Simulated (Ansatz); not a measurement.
# 1T-HfO2 monolayer in a perpendicular field, part 3 of 3

Aim: how the 1T-HfO2 monolayer screens a field along its normal, and what the field does to its bands. A positive field points along +c.

Ansatz 0.2.0; plane-wave DFT, PBE-D3(BJ), Ansatz PAW (the session's first sound run).

So far, gap on the k-mesh (eV): step 2 (relaxation) 4.84; step 4 (single point, field 0.1 V/Å) 4.84; step 5 (atoms held, field -0.1 V/Å) 4.84; step 6 (single point, field 0.5 V/Å) 4.83; step 7 (single point, field -0.3 V/Å) 4.84.

**9. With spin-orbit coupling, k-mesh 12×12×1**

This step: plane-wave DFT, PBE, fully relativistic PAW with spin-orbit coupling (Ansatz 0.2.0).

Heavy atoms split their bands by spin-orbit coupling, so this run uses fully relativistic files and two-component states.

Input file input.yaml:

```yaml
crystal:
  lattice:
    - [3.2424759284, 0.0, 0.0]
    - [-1.6212379642, 2.8080665251, 0.0]
    - [0.0, 0.0, 19.9467469589]
  atoms:
    - { symbol: O, position: [0.6666666667, 0.3333333333, 0.4512013923] }
    - { symbol: Hf, position: [0.0, 0.0, 0.5] }
    - { symbol: O, position: [0.3333333333, 0.6666666667, 0.5487986077] }
kpoints:
  mp_grid: { grid: [12, 12, 1] }
  band_path: { path: [[0, 0, 0], [0.12, 0, 0]], npoints: 24 }
hamiltonian:
  xc: pbe
  pseudopotentials: { kind: paw_fr }
magnetization:
  noncollinear: true
  spin_orbit: true
scf:
  occupations: { method: fermi_dirac, width: 0.05 }
  convergence: { dr2_threshold: 1.0e-09 }
efield:
  axis: 3
  dipole_correction: true
  ramp_position: 0.97
  ramp_width: 0.06
  amplitude: 0
output:
  write_potential: true
  write_density: true
  volumetric_format: npy
```

Started as:

```console
> ansatz run input.yaml --threads 2 --pin off --max-ram 3072MiB --backend cpu --events-out ev --progress --plain --runs-dir out
```

Numbers of over 12 decimals in the logs are rounded to 6 here.

Log:

```text
[...]
non-collinear run that drives no moment, with spin-orbit: no starting moment large enough to seed its density (crystal.atoms[].spin), no starting occupations that ask for one, no magnetisation constraint and no magnetic field, so the semilocal B_xc is pinned to zero
Crystal: 3 atoms, lattice volume = 181.617 Å³
Basis set: ecut = 420 eV, 3631 PW (Γ)
Bands: 46, of which v1, the nominal top of the filled ones, is band 38 counted from 1 (37 counted from 0)
Symmetry: 6 space group operations + 6 with time reversal
k-points: 19 of 144 (time reversal used)
Projection manifold: j_resolved (fully-relativistic pseudo-atomic orbitals)
[...]
SCF iter   1: F=—  HF=-16883.693465 eV  |F-HF|=—  |Δ(HF+E_count)|=         —  Δρ=8.56e-2  dr2=1.45e1  dr2_m=0.00e0 (ungated)  ethr=3.10e-3  |M|=0.00e0 ∫|m|=0.00e0 μB  |m|>n=0.0e0 m-floor=0.0e0 τ_xc=0.0e0  β_m=0.30  p=0.000 e·Å  D=1.46e-13 V/Å  ΔV_dip=-0.00 eV  dr2_dipole=8.75e-9  V_vac-E_F(+/−)=8.41/8.41 eV  ⟨swp⟩=12.1  Hψ=4804  notcnv=0
[...]
SCF iter  11: F=-16879.615123 eV  HF=-16879.615123 eV  |F-HF|=7.64e-11  |Δ(HF+E_count)|=   1.53e-9  Δρ=7.98e-7  dr2=6.04e-10  dr2_m=0.00e0 (ungated)  ethr=2.63e-12  |M|=0.00e0 ∫|m|=0.00e0 μB  |m|>n=0.0e0 m-floor=0.0e0 τ_xc=0.0e0  p=0.000 e·Å  D=2.89e-7 V/Å  ΔV_dip=-0.00 eV  dr2_dipole=1.89e-13  V_vac-E_F(+/−)=5.43/5.43 eV  ⟨swp⟩=15.1  Hψ=4602  notcnv=0
SCF 1 converged in 11 iterations: F = -16879.615123 eV  dr2 = 6.04e-10
[...]
SCF converged after 11 iterations
Magnetization: |M| = 0.0000 μB,  M = (+0.0000, +0.0000, +0.0000) μB
Absolute magnetization: 0.0000 μB (∫|m|)
  site 0: m = (+0.0000, +0.0000, +0.0000) μB, |m| = 0.0000 μB  (R = 0.87 Å)
  site 1: m = (+0.0000, +0.0000, +0.0000) μB, |m| = 0.0000 μB  (R = 0.87 Å)
  site 2: m = (+0.0000, +0.0000, +0.0000) μB, |m| = 0.0000 μB  (R = 0.87 Å)
Free energy (F): -16879.615123 eV
[...]
Internal energy: -16879.615123 eV  (E = F + TS)
E sigma→0 (E₀):  -16879.615123 eV
Fermi energy:    -1.311664 eV
Dipole field:    D = -0.000000 V/Å  (p = -0.000000 e·Å, saw-weighted, corrected)
Work function:   Φ+ = 5.4283 eV   Φ− = 5.4283 eV
[...]
--- Band table (eV; the first three rows and the last of 19) ---
  k-point 0: bands = [... 34 lower, -4.0273, -4.0273, -3.8919, -3.8919, 1.3676, 1.3676, 1.4180, 1.4180, ... 4 higher]
  k-point 1: bands = [... 34 lower, -4.1958, -4.1958, -4.0386, -4.0386, 1.3823, 1.3823, 1.5595, 1.5595, ... 4 higher]
  k-point 2: bands = [... 34 lower, -4.3001, -4.3001, -3.9876, -3.9876, 1.3251, 1.3251, 1.9683, 1.9683, ... 4 higher]
  k-point 18: bands = [... 34 lower, -4.8393, -4.8393, -4.3921, -4.3921, 1.3336, 1.3336, 2.5564, 2.5564, ... 4 higher]
```

Run time: 62 s. Hardware: 2 threads of AMD EPYC 7R43, shared host; peak memory 0.93 GiB.

Numbers from this step:

- gap on the k-mesh: 4.827 eV
- dipole along the normal: -3.25e-7 e·Å
- gap along the path: 5.254 eV
- smallest direct gap along the path: 5.259 eV
- electron affinity, upper face: 3.033 eV
- gap, the smaller of path and mesh: 4.827 eV

The electronic bands at the labelled points (eV, zero at the Fermi level of the run, which the smearing sets inside the gap):

```csv
point,band 35,band 36,band 37,band 38,band 39,band 40,band 41,band 42
Γ,-2.72,-2.72,-2.58,-2.58,2.68,2.68,2.73,2.73
halfway,-2.83,-2.83,-2.67,-2.67,2.70,2.70,2.80,2.80
end,-2.85,-2.85,-2.79,-2.79,2.67,2.67,3.03,3.03
```

The gap is 4.83 eV, with the valence edge 7.86 eV and the conduction edge 3.03 eV under the upper vacuum level.

**10. With spin-orbit coupling, k-mesh 12×12×1, field 0.3 V/Å**

The same in a field along the normal.

Edit input.yaml of step 9 so:

```diff
@@ -26,3 +26,3 @@
   ramp_width: 0.06
-  amplitude: 0
+  amplitude: 0.3
 output:
```

Log:

```text
[...]
Crystal: 3 atoms, lattice volume = 181.617 Å³
Basis set: ecut = 420 eV, 3631 PW (Γ)
Bands: 46, of which v1, the nominal top of the filled ones, is band 38 counted from 1 (37 counted from 0)
Symmetry: 6 space group operations + 6 with time reversal
k-points: 19 of 144 (time reversal used)
[...]
k-point 1: bands = [... 34 lower, -4.1980, -4.1975, -4.0410, -4.0407, 1.3784, 1.3794, 1.5562, 1.5573, ... 4 higher]
  k-point 2: bands = [... 34 lower, -4.3028, -4.3016, -3.9897, -3.9891, 1.3213, 1.3215, 1.9642, 1.9668, ... 4 higher]
  k-point 18: bands = [... 34 lower, -4.8056, -4.7953, -4.3940, -4.3933, 1.3303, 1.3304, 2.5516, 2.5559, ... 4 higher]
[key lines of the parts left out:]
SCF converged after 12 iterations
Magnetization: |M| = 0.0000 μB,  M = (+0.0000, +0.0000, +0.0000) μB
Free energy (F): -16879.621813 eV
Fermi energy:    -1.313948 eV
Dipole field:    D = 0.044442 V/Å  (p = 0.044605 e·Å, saw-weighted, corrected)
```

Wall time 62 s (2 threads); peak memory 0.91 GiB.

This step gave:

- gap on the k-mesh: 4.824 eV
- dipole along the normal: 0.04461 e·Å
- gap along the path: 5.252 eV
- gap, the smaller of path and mesh: 4.824 eV

The dipole is 0.0446 e·Å, and the gap 4.824 eV.

**11. The same run with other settings**

This step: plane-wave DFT, PBE-D3(BJ), Ansatz PAW (Ansatz 0.2.0).

An input spoilt on purpose, to show how the run answers: it repeats the earlier run at 0.1 V/Å with efield.ramp_position from 0.97 to 0.475, and scf.max_iter set to 50.

input.yaml, the sections that differ from step 10:

```yaml
kpoints:
  mp_grid: { grid: [18, 18, 1] }
  band_path:
    path: [[0, 0, 0], [0.5, 0, 0], [0.33333333, 0.33333333, 0], [0, 0, 0]]
    npoints: 16
hamiltonian:
  xc: pbe
  dispersion: d3bj
scf:
  occupations: { method: fermi_dirac, width: 0.05 }
  convergence: { dr2_threshold: 1.0e-10 }
  max_iter: 50
efield:
  axis: 3
  dipole_correction: true
  ramp_position: 0.475
  ramp_width: 0.06
  amplitude: 0.1
# crystal, output: as in step 10
# magnetization: removed
```

Log:

```text
Engine: ansatz 0.2.0, x86_64-unknown-linux-gnu
Pseudopotentials: kind: paw
Pseudopotential: O, paw, valence charge 6, recommended cutoff 420 eV (normal), O.paw.azcp
Pseudopotential: Hf, paw, valence charge 26, recommended cutoff 420 eV (normal), Hf.paw.azcp
Functional definition: PBE
  parameter kappa = 0.804
  parameter beta = 0.066725
  exchange = pbe_x(kappa = kappa, mu = beta*pi^2/3)
  correlation = pbe_c(beta = beta)
Crystal: 3 atoms, lattice volume = 181.617 Å³
Basis set: ecut = 420 eV, 3631 PW (Γ)
Bands: 23, of which v1, the nominal top of the filled ones, is band 19 counted from 1 (18 counted from 0)
Symmetry: 6 space group operations
k-points: 37 of 324 (time reversal used)
Non-local potential: O, projectors of the file, l = 0: 2, l = 1: 2, l = 2: 1
Non-local potential: Hf, projectors of the file, l = 0: 3, l = 1: 2, l = 2: 2, l = 3: 3
PAW form: soft (Blöchl's): semilocal exchange-correlation on the pseudo side does not see the compensation charge
PAW one-centre angular grid: O, 110 points (default); XC on 64 Gauss nodes
PAW one-centre angular grid: Hf, 590 points (default); XC on 64 Gauss nodes
Initial density: superposition of atomic densities (neutral atoms: chi_scale 0, normalization atom, screened)
Initial wavefunctions: pseudopotential atomic-orbital guess
Functional: x = pbe(κ = 0.804, μ = 0.219515), c = pbe(β = 0.066725)
Error: efield: ion 1 (Hf) at fractional coordinate 0.5000 along the field axis lies inside the sawtooth ramp with 2 of the planes that the density is read on at each end, [0.4602, 0.5498] — the ramp must sit in vacuum (an ion there feels the fictitious reversed slope); set or move the ramp (efield.ramp_position / ramp_width) or move the geometry
```

Wall time 0.59 s (2 threads); peak memory 0.32 GiB.

The input was rejected at the start.

The program's message: “Error: efield: ion 1 (Hf) at fractional coordinate 0.5000 along the field axis lies inside the sawtooth ramp with 2 of the planes that the density is read on at each end, [0.4602, 0.5498] — the ramp m …”

The fault put into the input: the ramp among the atoms.

**12. Outcome**

| Item | Value |
| --- | --- |
| gap without field | 4.84 eV |
| ionisation energy, upper face | 7.86 eV |
| electron affinity, upper face | 3.02 eV |
| equivalent conductor thickness, atoms held | 2.95 Å |

In words: The induced dipole equals that of a perfect conductor 2.95 Å thick, while the outer atoms lie 1.95 Å apart; an out-of-plane ε follows only once a thickness t is chosen, by 1 − 1/ε = 2.95 Å / t. The gap stays within 0.01 eV of 4.84 eV over the fields run, up to 0.5 V/Å in size. Semilocal functionals give gaps that are too small, and excitons are not included. The field series itself is without spin-orbit coupling.

[Logs are printed without paths, hosts, clocks, repeated set-up lines and the standing remarks that a program may print on its own settings, such as how far it seeks lower states.]

[Hosts, paths, dates, database ids (printed as entryN), source tags and the programs' standing remarks are cut or masked in the printed files.]

[Maps of the electrostatic potential energy from Ansatz leave out the sawtooth potential of an applied field or a dipole correction, so their vacuum need not be flat; planar profiles and work functions include it.]
